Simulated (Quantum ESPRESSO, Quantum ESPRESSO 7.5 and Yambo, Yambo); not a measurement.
**Quasiparticle gap of BO (GaSe-type monolayer) in Yambo**

Aim: the G0W0 gap of BO (GaSe-type monolayer) on PBE, step by step.

Program: Quantum ESPRESSO 7.5 and Yambo 5.3.0. Level of theory: PBE and many-body steps on it, plane waves. Results are calculated unless marked as measured.

### Step 1. Set-up

The cell holds 4 atoms: 2 B and 2 O. Cell: a = 2.440 Å, b = 2.440 Å, c = 15.000 Å, α = 90.0°, β = 90.0°, γ = 120.0°. Vacuum lies along c.

The structure was relaxed with PBE. The runs that relaxed it are not among those shown.

### Step 2. Ground state

This step: Quantum ESPRESSO 7.5; DFT, PBE, plane waves, norm-conserving pseudopotentials.

The ground-state density comes first.

The input, pw.in:

```
&control
  calculation = 'scf'
  prefix = 'x'
  outdir = 'o'
  pseudo_dir = 'pseudo'
/
&system
  ibrav = 0
  nat = 4
  ntyp = 2
  ecutwfc = 72.0
  nbnd = 15
  force_symmorphic = .true.
/
&electrons
  conv_thr = 1e-10
  electron_maxstep = 80
  mixing_beta = 0.5
/
ATOMIC_SPECIES
  B 10.81 B.upf
  O 15.999 O.upf
CELL_PARAMETERS angstrom
  2.4399242233 0.0000000002 0.0000000000
  -1.2199621118 2.1130363606 0.0000000000
  0.0000000000 0.0000000000 15.0000000000
ATOMIC_POSITIONS crystal
  B 0.3333333333 0.6666666667 0.5591425280
  B 0.3333333333 0.6666666667 0.4408574720
  O 0.6666666667 0.3333333333 0.5973572271
  O 0.6666666667 0.3333333333 0.4026427729
K_POINTS automatic
  15 15 1 0 0 0
```

On the command line:

```
> OMP_NUM_THREADS=1 mpirun -n 4 pw.x -nk 4 -in pw.in > pw.out
```

Output:

```text
Program PWSCF v.7.5 starts

     This program is part of the open-source Quantum ESPRESSO suite
     for quantum simulation of materials; please cite
         "P. Giannozzi et al., J. Phys.:Condens. Matter 21 395502 (2009);
         "P. Giannozzi et al., J. Phys.:Condens. Matter 29 465901 (2017);
         "P. Giannozzi et al., J. Chem. Phys. 152 154105 (2020);
     in publications or presentations arising from this work. More details at
     Message from routine setup:
     using ibrav=0 with symmetry is DISCOURAGED, use correct ibrav instead

     G-vector sticks info

     bravais-lattice index     =            0
     lattice parameter (alat)  =       4.6108  a.u.
     unit-cell volume          =     521.8806 (a.u.)^3
     number of atoms/cell      =            4
     number of atomic types    =            2
     number of electrons       =        18.00
     number of Kohn-Sham states=           15
     kinetic-energy cutoff     =      72.0000  Ry
     charge density cutoff     =     288.0000  Ry
     scf convergence threshold =      1.0E-10
     mixing beta               =       0.5000
     number of iterations used =            8  plain     mixing
     Exchange-correlation= PBE
                           (   1   4   3   4   0   0   0)

     celldm(1)=   4.610789  celldm(2)=   0.000000  celldm(3)=   0.000000
     celldm(4)=   0.000000  celldm(5)=   0.000000  celldm(6)=   0.000000

     crystal axes: (cart. coord. in units of alat)
               a(1) = (   1.000000   0.000000   0.000000 )
               a(2) = (  -0.500000   0.866025   0.000000 )
               a(3) = (   0.000000   0.000000   6.147732 )

     reciprocal axes: (cart. coord. in units 2 pi/alat)
               b(1) = (  1.000000  0.577350 -0.000000 )
               b(2) = ( -0.000000  1.154701  0.000000 )
               b(3) = (  0.000000 -0.000000  0.162662 )
     Pseudo is Norm-conserving + core correction, Zval =  3.0
     Generated using ONCVPSP code by D. R. Hamann
     Using radial grid of 1534 points,  4 beta functions with:
     Pseudo is Norm-conserving + core correction, Zval =  6.0
     Generated using ONCVPSP code by D. R. Hamann
     Using radial grid of  936 points,  5 beta functions with:
     B                 3.00    10.81000     B ( 1.00)
     O                 6.00    15.99900     O ( 1.00)

     12 Sym. Ops. (no inversion) found

   Cartesian axes

     site n.     atom                  positions (alat units)
         1        B      tau(   1) = (  -0.0000000   0.5773503   3.4374584  )
         2        B      tau(   2) = (  -0.0000000   0.5773503   2.7102735  )
         3        O      tau(   3) = (   0.5000000   0.2886751   3.6723921  )
         4        O      tau(   4) = (   0.5000000   0.2886751   2.4753398  )

     number of k points=    27
                       cart. coord. in units 2pi/alat
        k(    1) = (   0.0000000   0.0000000   0.0000000), wk =   0.0088889
        k(    2) = (  -0.0000000   0.0769800   0.0000000), wk =   0.0533333
        k(    3) = (  -0.0000000   0.1539601   0.0000000), wk =   0.0533333
        k(    4) = (  -0.0000000   0.2309401   0.0000000), wk =   0.0533333
        k(    5) = (  -0.0000000   0.3079201   0.0000000), wk =   0.0533333
        k(    6) = (  -0.0000000   0.3849002   0.0000000), wk =   0.0533333
        k(    7) = (  -0.0000000   0.4618802   0.0000000), wk =   0.0533333
        k(    8) = (  -0.0000000   0.5388603   0.0000000), wk =   0.0533333
        k(    9) = (   0.0666667   0.1154701   0.0000000), wk =   0.0533333
        k(   10) = (   0.0666667   0.1924501   0.0000000), wk =   0.1066667
     [... 15 further rows ...]
        k(   26) = (   0.2666667   0.5388603   0.0000000), wk =   0.1066667
        k(   27) = (   0.3333333   0.5773503   0.0000000), wk =   0.0177778

     Dense  grid:    43161 G-vectors     FFT dimensions: (  25,  25, 160)

     Initial potential from superposition of free atoms

     starting charge      17.9995, renormalised to      18.0000
     Starting wfcs are   16 randomized atomic wfcs

     per-process dynamical memory:    38.9 Mb

     Self-consistent Calculation

     iteration #  1     ecut=    72.00 Ry     beta= 0.50

     total energy              =     -78.04815840 Ry
     estimated scf accuracy    <       0.31218535 Ry

     iteration #  2     ecut=    72.00 Ry     beta= 0.50

     total energy              =     -78.09352125 Ry
     estimated scf accuracy    <       0.05037985 Ry

     iteration #  3     ecut=    72.00 Ry     beta= 0.50

     total energy              =     -78.10190500 Ry
     estimated scf accuracy    <       0.00840340 Ry

     iteration #  4     ecut=    72.00 Ry     beta= 0.50

     total energy              =     -78.10256970 Ry
     estimated scf accuracy    <       0.00056726 Ry

     iteration #  5     ecut=    72.00 Ry     beta= 0.50

     total energy              =     -78.10261883 Ry
     estimated scf accuracy    <       0.00002594 Ry

     iteration #  6     ecut=    72.00 Ry     beta= 0.50

     total energy              =     -78.10262387 Ry
     estimated scf accuracy    <       0.00000267 Ry

     iteration #  7     ecut=    72.00 Ry     beta= 0.50

     total energy              =     -78.10262367 Ry
     estimated scf accuracy    <       0.00000075 Ry

     iteration #  8     ecut=    72.00 Ry     beta= 0.50

     total energy              =     -78.10262392 Ry
     estimated scf accuracy    <       0.00000006 Ry

     iteration #  9     ecut=    72.00 Ry     beta= 0.50

     total energy              =     -78.10262392 Ry
     estimated scf accuracy    <          7.2E-09 Ry

     iteration # 10     ecut=    72.00 Ry     beta= 0.50

     total energy              =     -78.10262392 Ry
     estimated scf accuracy    <          2.7E-09 Ry

     iteration # 11     ecut=    72.00 Ry     beta= 0.50

     total energy              =     -78.10262392 Ry
     estimated scf accuracy    <          3.5E-10 Ry

     iteration # 12     ecut=    72.00 Ry     beta= 0.50

     End of self-consistent calculation

          k = 0.0000 0.0000 0.0000 (  5429 PWs)   bands (ev):

   -24.1602 -23.6546 -10.8226  -6.4462  -4.8013  -4.8013  -4.6193  -4.6193
    -1.4920   4.8030   5.0186   6.4387   7.1435   7.6807   7.9768

          k =-0.0000 0.0770 0.0000 (  5405 PWs)   bands (ev):

   -24.0788 -23.5766 -10.7144  -6.3958  -5.2162  -4.9765  -4.9256  -4.7309
    -1.4173   4.9380   5.1651   6.5198   7.3581   7.4716   8.1307

          k =-0.0000 0.1540 0.0000 (  5373 PWs)   bands (ev):

   -23.8394 -23.3475 -10.3963  -6.3573  -6.2697  -5.8074  -5.2594  -5.0322
    -1.2813   5.3259   5.5914   6.5176   7.3458   7.8236   8.5247

          k =-0.0000 0.2309 0.0000 (  5379 PWs)   bands (ev):

     [... further k-points ...]

     highest occupied, lowest unoccupied level (ev):    -1.2045    3.6298

!    total energy              =     -78.10262392 Ry
     estimated scf accuracy    <          1.5E-11 Ry

     The total energy is the sum of the following terms:
     one-electron contribution =    -500.97611722 Ry
     hartree contribution      =     256.00159110 Ry
     xc contribution           =     -21.77480406 Ry
     ewald contribution        =     188.64670626 Ry

     convergence has been achieved in  12 iterations

     XML data file, charge density, pseudopotentials, collected wavefunctions

=------------------------------------------------------------------------------=
   JOB DONE.
=------------------------------------------------------------------------------=
```

Run time: 10 s. Hardware: 4 MPI ranks of Intel Xeon 6975P-C (Granite Rapids), shared host; peak memory 0.33 GiB; 40 s of CPU time.

Numbers from this step:

```yaml
total_energy: -1062.6403 eV
gap: 4.834 eV
k_of_the_valence_top: 0.1333, 0.1333, 0
k_of_the_conduction_bottom: 0, 0.4667, 0
least_direct_gap: 5.953 eV
```

The gap is indirect, with the least direct gap 1.12 eV higher.

### Step 3. Bands along the symmetry lines

The cheap functional maps the bands first; the places of the edges decide which points the dearer methods must see.

The input, pw.in:

```
&control
  calculation = 'bands'
  prefix = 'x'
  outdir = 'o'
  pseudo_dir = 'pseudo'
/
&system
  ibrav = 0
  nat = 4
  ntyp = 2
  ecutwfc = 72.0
  nbnd = 15
  force_symmorphic = .true.
/
&electrons
  conv_thr = 1e-9
  electron_maxstep = 80
  diago_full_acc = .true.
  diago_thr_init = 5e-6
/
ATOMIC_SPECIES
  B 10.81 B.upf
  O 15.999 O.upf
CELL_PARAMETERS angstrom
  2.4399242233 0.0000000002 0.0000000000
  -1.2199621118 2.1130363606 0.0000000000
  0.0000000000 0.0000000000 15.0000000000
ATOMIC_POSITIONS crystal
  B 0.3333333333 0.6666666667 0.5591425280
  B 0.3333333333 0.6666666667 0.4408574720
  O 0.6666666667 0.3333333333 0.5973572271
  O 0.6666666667 0.3333333333 0.4026427729
K_POINTS crystal
  25
  0.00000000 0.00000000 0.00000000 1
  0.06250000 0.00000000 0.00000000 1
  0.12500000 0.00000000 0.00000000 1
  0.18750000 0.00000000 0.00000000 1
  0.25000000 0.00000000 0.00000000 1
  0.31250000 0.00000000 0.00000000 1
  0.37500000 0.00000000 0.00000000 1
  0.43750000 0.00000000 0.00000000 1
  0.50000000 0.00000000 0.00000000 1
  0.47916667 0.04166667 0.00000000 1
  0.45833333 0.08333333 0.00000000 1
  0.43750000 0.12500000 0.00000000 1
  0.41666666 0.16666666 0.00000000 1
  0.39583333 0.20833333 0.00000000 1
  0.37500000 0.25000000 0.00000000 1
  0.35416666 0.29166666 0.00000000 1
  0.33333333 0.33333333 0.00000000 1
  0.29166666 0.29166666 0.00000000 1
  0.25000000 0.25000000 0.00000000 1
  0.20833333 0.20833333 0.00000000 1
  0.16666666 0.16666666 0.00000000 1
  0.12500000 0.12500000 0.00000000 1
  0.08333333 0.08333333 0.00000000 1
  0.04166667 0.04166667 0.00000000 1
  0.00000000 0.00000000 0.00000000 1
```

Output:

```text
[banner, memory and clock lines left out]
Program PWSCF v.7.5 starts

     Atomic positions and unit cell read from directory:
     o/x.save/

     Message from routine setup:
     using ibrav=0 with symmetry is DISCOURAGED, use correct ibrav instead

     G-vector sticks info

     bravais-lattice index     =            0
     lattice parameter (alat)  =       4.6108  a.u.
     unit-cell volume          =     521.8806 (a.u.)^3
     number of atoms/cell      =            4
     number of atomic types    =            2
     number of electrons       =        18.00
     number of Kohn-Sham states=           15
     kinetic-energy cutoff     =      72.0000  Ry
     charge density cutoff     =     288.0000  Ry
     Exchange-correlation= PBE
                           (   1   4   3   4   0   0   0)

     celldm(1)=   4.610789  celldm(2)=   0.000000  celldm(3)=   0.000000
     celldm(4)=   0.000000  celldm(5)=   0.000000  celldm(6)=   0.000000

     crystal axes: (cart. coord. in units of alat)
               a(1) = (   1.000000   0.000000   0.000000 )
               a(2) = (  -0.500000   0.866025   0.000000 )
               a(3) = (   0.000000   0.000000   6.147732 )

     reciprocal axes: (cart. coord. in units 2 pi/alat)
               b(1) = (  1.000000  0.577350 -0.000000 )
               b(2) = ( -0.000000  1.154701  0.000000 )
               b(3) = (  0.000000 -0.000000  0.162662 )
     Pseudo is Norm-conserving + core correction, Zval =  3.0
     Generated using ONCVPSP code by D. R. Hamann
     Using radial grid of 1534 points,  4 beta functions with:
     Pseudo is Norm-conserving + core correction, Zval =  6.0
     Generated using ONCVPSP code by D. R. Hamann
     Using radial grid of  936 points,  5 beta functions with:
     B                 3.00    10.81000     B ( 1.00)
     O                 6.00    15.99900     O ( 1.00)

     12 Sym. Ops. (no inversion) found

   Cartesian axes

     site n.     atom                  positions (alat units)
         1        B      tau(   1) = (  -0.0000000   0.5773503   3.4374584  )
         2        B      tau(   2) = (  -0.0000000   0.5773503   2.7102735  )
         3        O      tau(   3) = (   0.5000000   0.2886751   3.6723921  )
         4        O      tau(   4) = (   0.5000000   0.2886751   2.4753398  )

     number of k points=    25
                       cart. coord. in units 2pi/alat
        k(    1) = (   0.0000000   0.0000000   0.0000000), wk =   0.0800000
        k(    2) = (   0.0625000   0.0360844   0.0000000), wk =   0.0800000
        k(    3) = (   0.1250000   0.0721688   0.0000000), wk =   0.0800000
[...]
[... 13 further rows ...]
        k(   24) = (   0.0416667   0.0721688   0.0000000), wk =   0.0800000
        k(   25) = (   0.0000000   0.0000000   0.0000000), wk =   0.0800000

     Dense  grid:    43161 G-vectors     FFT dimensions: (  25,  25, 160)

     The potential is recalculated from file :
     o/x.save/charge-density

     Starting wfcs are   16 randomized atomic wfcs

     Band Structure Calculation

     End of band structure calculation

          k = 0.0000 0.0000 0.0000 (  5429 PWs)   bands (ev):

   -24.1602 -23.6546 -10.8226  -6.4462  -4.8013  -4.8013  -4.6193  -4.6193
    -1.4920   4.8030   5.0186   6.4387   7.1435   7.6807   7.9767

          k = 0.0625 0.0361 0.0000 (  5405 PWs)   bands (ev):

   -24.0886 -23.5860 -10.7275  -6.4016  -5.1680  -4.9349  -4.9109  -4.7177
    -1.4253   4.9218   5.1475   6.5114   7.3338   7.4901   8.1127

          k = 0.1250 0.0722 0.0000 (  5371 PWs)   bands (ev):

   -23.8776 -23.3839 -10.4469  -6.3362  -6.1149  -5.7113  -5.2093  -4.9867
    -1.2970   5.2661   5.5237   6.5462   7.3276   7.7651   8.4673

[...]
k = 0.0417 0.0722 0.0000 (  5417 PWs)   bands (ev):

   -24.0649 -23.5632 -10.6960  -6.3878  -5.2795  -5.0318  -4.9509  -4.7529
    -1.4063   4.9611   5.1901   6.5328   7.3933   7.4645   8.1019

          k = 0.0000 0.0000 0.0000 (  5429 PWs)   bands (ev):

   -24.1602 -23.6546 -10.8226  -6.4462  -4.8013  -4.8013  -4.6193  -4.6193
    -1.4920   4.8030   5.0186   6.4387   7.1435   7.6807   7.9767

     XML data file, pseudopotentials, collected wavefunctions
```

Wall time 4.3 s (4 MPI ranks); peak memory 0.26 GiB; 16 s of CPU time.

Numbers from this step:

| Property | Result |
| --- | --- |
| gap | 4.802 eV |
| k of the valence top | 0.125, 0.125, 0 |
| k of the conduction bottom | 0.5, 0, 0 |
| least direct gap | 5.985 eV |

The gap is 4.802 eV, −0.032 eV from the run before at this level.

Electronic bands along the path, in eV, zero at the top of the highest filled band:

```tsv
point	band 6	band 7	band 8	band 9	band 10	band 11	band 12	band 13
Γ	-3.60	-3.42	-3.42	-0.29	6.00	6.22	7.64	8.34
halfway	-4.87	-4.57	-4.41	-0.06	6.37	8.07	8.09	9.31
M	-5.50	-5.28	-3.47	-1.71	4.80	7.99	11.04	11.46
halfway	-6.91	-4.94	-3.37	-1.55	5.34	9.74	9.80	12.31
K	-8.89	-4.45	-3.25	-1.52	5.01	9.61	11.75	12.51
halfway	-5.76	-5.47	-4.15	-0.12	7.04	8.42	8.80	9.32
Γ	-3.60	-3.42	-3.42	-0.29	6.00	6.22	7.64	8.34
```

### Step 4. Empty states on the mesh, 9×9×1 mesh, 45 bands

The sums over transitions need many empty states on a uniform mesh; this step solves for them.

The input, pw.in:

```
&control
  calculation = 'nscf'
  prefix = 'x'
  outdir = 'o'
  pseudo_dir = 'pseudo'
/
&system
  ibrav = 0
  nat = 4
  ntyp = 2
  ecutwfc = 72.0
  nbnd = 45
  force_symmorphic = .true.
/
&electrons
  conv_thr = 1e-9
  electron_maxstep = 80
  diago_full_acc = .true.
  diago_thr_init = 5e-6
/
ATOMIC_SPECIES
  B 10.81 B.upf
  O 15.999 O.upf
CELL_PARAMETERS angstrom
  2.4399242233 0.0000000002 0.0000000000
  -1.2199621118 2.1130363606 0.0000000000
  0.0000000000 0.0000000000 15.0000000000
ATOMIC_POSITIONS crystal
  B 0.3333333333 0.6666666667 0.5591425280
  B 0.3333333333 0.6666666667 0.4408574720
  O 0.6666666667 0.3333333333 0.5973572271
  O 0.6666666667 0.3333333333 0.4026427729
K_POINTS automatic
  9 9 1 0 0 0
```

Output:

```text
[banner, memory and clock lines left out]
Program PWSCF v.7.5 starts

     Atomic positions and unit cell read from directory:
     o/x.save/

     Message from routine setup:
     using ibrav=0 with symmetry is DISCOURAGED, use correct ibrav instead

     G-vector sticks info

     bravais-lattice index     =            0
     lattice parameter (alat)  =       4.6108  a.u.
     unit-cell volume          =     521.8806 (a.u.)^3
     number of atoms/cell      =            4
     number of atomic types    =            2
     number of electrons       =        18.00
     number of Kohn-Sham states=           45
     kinetic-energy cutoff     =      72.0000  Ry
     charge density cutoff     =     288.0000  Ry
     Exchange-correlation= PBE
                           (   1   4   3   4   0   0   0)

     celldm(1)=   4.610789  celldm(2)=   0.000000  celldm(3)=   0.000000
     celldm(4)=   0.000000  celldm(5)=   0.000000  celldm(6)=   0.000000

     crystal axes: (cart. coord. in units of alat)
               a(1) = (   1.000000   0.000000   0.000000 )
               a(2) = (  -0.500000   0.866025   0.000000 )
               a(3) = (   0.000000   0.000000   6.147732 )

     reciprocal axes: (cart. coord. in units 2 pi/alat)
               b(1) = (  1.000000  0.577350 -0.000000 )
               b(2) = ( -0.000000  1.154701  0.000000 )
               b(3) = (  0.000000 -0.000000  0.162662 )
     Pseudo is Norm-conserving + core correction, Zval =  3.0
     Generated using ONCVPSP code by D. R. Hamann
     Using radial grid of 1534 points,  4 beta functions with:
     Pseudo is Norm-conserving + core correction, Zval =  6.0
     Generated using ONCVPSP code by D. R. Hamann
     Using radial grid of  936 points,  5 beta functions with:
     B                 3.00    10.81000     B ( 1.00)
     O                 6.00    15.99900     O ( 1.00)

     12 Sym. Ops. (no inversion) found

   Cartesian axes

     site n.     atom                  positions (alat units)
         1        B      tau(   1) = (  -0.0000000   0.5773503   3.4374584  )
         2        B      tau(   2) = (  -0.0000000   0.5773503   2.7102735  )
         3        O      tau(   3) = (   0.5000000   0.2886751   3.6723921  )
         4        O      tau(   4) = (   0.5000000   0.2886751   2.4753398  )

     number of k points=    12
                       cart. coord. in units 2pi/alat
        k(    1) = (   0.0000000   0.0000000   0.0000000), wk =   0.0246914
        k(    2) = (  -0.0000000   0.1283001   0.0000000), wk =   0.1481481
        k(    3) = (  -0.0000000   0.2566001   0.0000000), wk =   0.1481481
[...]
k(   11) = (   0.2222222   0.5132002   0.0000000), wk =   0.2962963
        k(   12) = (   0.3333333   0.5773503   0.0000000), wk =   0.0493827

     Dense  grid:    43161 G-vectors     FFT dimensions: (  25,  25, 160)

     The potential is recalculated from file :
     o/x.save/charge-density

     Starting wfcs are   16 randomized atomic wfcs +   29 random wfcs

     Band Structure Calculation

     End of band structure calculation

          k = 0.0000 0.0000 0.0000 (  5429 PWs)   bands (ev):

   -24.1602 -23.6546 -10.8226  -6.4462  -4.8013  -4.8013  -4.6193  -4.6193
    -1.4920   4.8030   5.0186   6.4387   7.1435   7.6807   7.9767   7.9767
     8.8056  10.2773  10.2773  11.0956  12.1445  14.0465  17.3103  21.2083
[...]
36.6288  36.6288  37.9725  37.9727  38.0543

          k =-0.0000 0.1283 0.0000 (  5381 PWs)   bands (ev):

[...]
34.2599  34.7271  34.8351  35.0566  35.9090

          k =-0.0000 0.2566 0.0000 (  5379 PWs)   bands (ev):

[...]
21.3602  21.5464  23.3208  23.7084  24.3163  25.6058  25.7277  26.1862
    27.7969  27.9829  28.2003  30.2306  30.5343  31.5226  32.3027  32.3466
    33.1357  33.2388  33.3201  33.4201  34.5614

          k =-0.0000 0.3849 0.0000 (  5381 PWs)   bands (ev):

     [... further k-points ...]

     highest occupied, lowest unoccupied level (ev):    -1.2019    3.6757

     XML data file, pseudopotentials, collected wavefunctions
```

Elapsed: 5.4 s, on 4 MPI ranks; peak memory 0.35 GiB; 21 s of CPU time.

Numbers from this step:

- gap: 4.878 eV
- k of the valence top: 0.1111, 0.1111, 0
- k of the conduction bottom: 0, 0.4444, 0
- least direct gap: 5.953 eV
- k points computed: 12
- lowest point of the top converged band, above the valence top: 32.99 eV

On this mesh the gap is 4.878 eV. The earlier step found 4.834 eV, so this mesh misses an edge.

(Part 1 of 2 ends here.)

[Paths, hosts, dates, memory and timing lines, banners, echoed tables and standing remarks are left out of the program output.]

[Logs are printed without paths, hosts, clocks, repeated set-up lines and the standing remarks that a program may print on its own settings, such as how far it seeks lower states.]

[Runs of the session that timed out or met a known fault of the program may be left out.]

[Hosts, paths, dates, database ids (printed as entryN), source tags and the programs' standing remarks are cut or masked in the printed files.]
